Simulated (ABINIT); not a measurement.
# Diamond (Fd-3m, 2 atoms a cell): changed settings of a GW run in ABINIT

A base run on Diamond (Fd-3m, 2 atoms a cell), then changed inputs.

Method: PBE and many-body steps on it, plane waves, in ABINIT 10.8.3.

Most raw output is cut from this account.

### Step 1. The structure

The structure is cubic, space group Fd-3m (No. 227). The conventional cell has a = 3.567 Å, b = 3.567 Å, c = 3.567 Å, α = 90.00°, β = 90.00°, γ = 90.00°. Nearest to C lie 4 C at 1.54 Å.

The cell and positions come from the Crystallography Open Database and are kept as given unless a step says otherwise.

### Step 2. Screening, 8×8×8 mesh, 51 bands, screening to 228.6 eV

This step: ABINIT 10.8.3; RPA screening on PBE, plane waves, norm-conserving pseudopotentials.

The RPA dielectric matrix is built and inverted for each q.

run.abi

```
acell 3*1.0 Angstrom
rprim 
  -0.000000000000 1.783370000000 1.783370000000
  1.783370000000 -0.000000000000 1.783370000000
  1.783370000000 1.783370000000 0.000000000000
ntypat 1
znucl 6
natom 2
typat 1 1
xred 
  0.000000000000 0.000000000000 -0.000000000000
  0.250000000000 0.250000000000 0.250000000000
pp_dirpath "pseudos"
pseudos "C.upf"
ecut 37
ngkpt 8 8 8
nshiftk 1
shiftk 0 0 0
kptopt 1
chksymbreak 0
istwfk *1
occopt 1
irdwfk 1
optdriver 3
nband 51
ecuteps 8.4
inclvkb 2
awtr 1
symchi 1
indata_prefix "in"
outdata_prefix "out"
tmpdata_prefix "tmp"
```

Command:

```
> OMP_NUM_THREADS=1 mpirun -n 4 abinit run.abi > log
```

Elapsed: 33 s, on 4 MPI ranks of Arm Neoverse V1, shared host; peak memory 0.58 GiB.

This step gave:

```yaml
eps_infinity_with_local_fields_on_this_mesh_along_the_program_s_q_direction: 5.519
the_same_without_local_fields: 5.948
plasma_frequency: 31.18 eV
plane_waves_in_the_screening_matrix: 89
```

Local fields lower ε∞ by 7 %.

### Step 3. Base

The self-energy is evaluated for the states that the input lists, and the levels follow from it, in one-shot runs by the linearised quasiparticle equation.

This step: G0W0 on PBE, plane waves, norm-conserving pseudopotentials.

Edit run.abi of step 2 so:

```diff
@@ -23,8 +23,17 @@
 irdwfk 1
-optdriver 3
+optdriver 4
 nband 51
+gwcalctyp 0
+ecutsigx 37
+symsigma 1
+nkptgw 2
+kptgw 
+  0.0000000000 0.0000000000 0.0000000000
+  0.3750000000 0.3750000000 0.0000000000
+bdgw 
+  2 7
+  3 6
 ecuteps 8.4
-inclvkb 2
-awtr 1
-symchi 1
+irdscr 1
+ppmodel 1
 indata_prefix "in"
```

It took 5.1 s on 4 MPI ranks; peak memory 0.57 GiB; 20 s of CPU time.

This step gave:

- G0W0 gap on the points computed: 5.444 eV
- starting gap on the mesh: 4.190 eV
- k of the valence top: 0, 0, 0
- k of the conduction bottom: 0.375, 0.375, 0
- Z at the valence top: 0.832
- Z at the conduction bottom: 0.842
- least direct G0W0 gap on the computed points: 7.387 eV

The gap on the mesh goes from 4.19 eV to 5.44 eV, a correction of +1.25 eV.

### Step 4. Coulomb singularity

Edit run.abi of step 3 so:

```diff
@@ -38,2 +38,3 @@
 ppmodel 1
+gw_icutcoul 3
 indata_prefix "in"
```

Elapsed: 5 s, on 4 MPI ranks; peak memory 0.57 GiB.

This step gave:

```yaml
g0w0_gap_on_the_points_computed: 5.390 eV
starting_gap_on_the_mesh: 4.190 eV
k_of_the_valence_top: 0, 0, 0
k_of_the_conduction_bottom: 0.375, 0.375, 0
z_at_the_valence_top: 0.836
z_at_the_conduction_bottom: 0.846
least_direct_g0w0_gap_on_the_computed_points: 7.334 eV
```

Against G0W0 in ABINIT (8×8×8 mesh, 51 bands, screening to 228.6 eV, Godby-Needs plasmon pole), the gap moves by −0.054 eV.

### Step 5. The runs together

Times are wall times on 4 MPI ranks of Arm Neoverse V1, shared host, good to a factor of about two. A run's time includes the screening step that it read.

| run | mesh | bands | screening cutoff (eV) | DFT gap (eV) | gap on the mesh (eV) | direct (eV) | ε∞ used | time |
| --- | --- | --- | --- | --- | --- | --- | --- | --- |
| base | 8×8×8 | 51 | 228.6 | 4.190 | 5.444 | 7.387 | 5.52 | 38 s |
| Coulomb singularity | 8×8×8 | 51 | 228.6 | 4.190 | 5.390 | 7.334 | 5.52 | 38 s |

### Step 6. Summary of results

```yaml
base: 5.444 eV
coulomb_singularity: 5.390 eV
known_limits: not at the basis limit
```

What this shows: Coulomb singularity: −0.054 eV against base (keys changed: gw_icutcoul). Bands and cutoff are finite, so the gap is not at the basis limit. The miss can reach some tenths of an eV and take either sign; the mesh is an error of its own. In the G0W0 runs levels were corrected at 2 k points alone, so a gap called «on the mesh» is the least over those, and an edge elsewhere would be missed.

[Paths, hosts, dates, memory and timing lines, banners, echoed tables and standing remarks are left out of the program output.]

[Logs are printed without paths, hosts, clocks, repeated set-up lines and the standing remarks that a program may print on its own settings, such as how far it seeks lower states.]

[Runs of the session that timed out or met a known fault of the program may be left out.]

[Hosts, paths, dates, database ids (printed as entryN), source tags and the programs' standing remarks are cut or masked in the printed files.]

[G0W0 gaps are taken among the corrected bands and points alone; a level outside them can change the order at an edge.]

[Where Ansatz stands beside ABINIT at settings called matched, ABINIT's density can come from a denser mesh and the files from another edition; pairs whose starting gaps differed by over 0.03 eV were left out, so agreement reads better than it is.]
